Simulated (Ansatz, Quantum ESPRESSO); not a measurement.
# W(100), 5 layers against a metal electrode: the electrode's level over the Fermi level at a withheld member of a series

Method. Quantum ESPRESSO 7.5, PBE, GBRV ultrasoft. The slab is relaxed neutral, then held. ESM with bc3: vacuum below and a metal electrode about 6 Å above the top atoms. Cold smearing of 0.02 Ry. Charges are set per cell from the starting area. The slabs take the lattice constants of the bulk relaxed by the same program. The series steps the charge of the slab (positive: electrons removed).

```
charge of the slab  electrode's level over the Fermi level (eV)
     1 ×10¹³ e/cm²                                        4.880
     2 ×10¹³ e/cm²                                        5.620
     3 ×10¹³ e/cm²                                        6.370
   4.5 ×10¹³ e/cm²                                        7.508
     6 ×10¹³ e/cm²                                        8.664
     7 ×10¹³ e/cm²                                        9.445
```

To predict: What is the electrode's level over the Fermi level at 8 ×10¹³ e/cm²?

**Worked estimate.** The rows at 6 ×10¹³ e/cm² and 7 ×10¹³ e/cm² give a slope of (9.445 − (8.664))/(7 − (6)) = 0.781, so a straight line gives 10.226 eV. A parabola through these and the row at 4.5 ×10¹³ e/cm² gives 10.234 eV.

**The withheld run.** 10.233 eV. The line misses by −0.007 and the parabola by +0.001 eV. Both misses are under 5 % of the step from the nearer row.

Caveats: Vacuum fills the gap; ions don't answer the charge; added electrons can spill towards the electrode at the most negative charges. Charges count on the starting cell, which the relaxation changed by some per cent. Members without a usable value, or on the other side of zero field or charge, are not listed.

[Logs are printed without paths, hosts, clocks, repeated set-up lines and the standing remarks that a program may print on its own settings, such as how far it seeks lower states.]
